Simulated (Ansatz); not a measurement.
Consider RbSmTe2 (R-3m).

```yaml
crystal:
  lattice:
    - [-3.82854, -3.82854, -7.07859]
    - [-3.82854, -7.07859, -3.82854]
    - [-7.07859, -3.82854, -3.82854]
  atoms:
    - { symbol: Rb, position: [0.00000, 0.00000, 0.00000] }
    - { symbol: Sm, position: [0.50000, 0.50000, 0.50000] }
    - { symbol: Te, position: [0.76530, 0.76530, 0.76530] }
    - { symbol: Te, position: [0.23470, 0.23470, 0.23470] }
```

The cell and positions are those that the Materials Project relaxed with its own functionals (PBE, PBE+U or r2SCAN), kept fixed. Spin-orbit coupling is left out unless a run names it. PAW set soft_2, made with PBE.

A constrained-RPA run (Ansatz 0.2.0; non-magnetic LDA; Sm f, bands v3 to c4, 4×4×4 mesh, medium accuracy) builds 7 functions on bands 0.55 eV wide, with 5.0 electrons in the window. The bare on-site interaction is 26.1 eV and the bare J 0.70 eV.

Question: Estimate U, U′ and J.

On the Sm f shell, U = 3.07 eV (12 % of the bare value), U′ = 2.05 eV, J = 0.51 eV.

The parent state is non-magnetic and the interaction static (zero frequency); U depends on the window and the orbitals, so it belongs to this model alone.

[Paths, hosts, dates, memory and timing lines, banners, echoed tables and standing remarks are left out of the program output.]

[Logs are printed without paths, hosts, clocks, repeated set-up lines and the standing remarks that a program may print on its own settings, such as how far it seeks lower states.]

[Runs of the session that timed out or met a known fault of the program may be left out.]

[Hosts, paths, dates, database ids (printed as entryN), source tags and the programs' standing remarks are cut or masked in the printed files.]
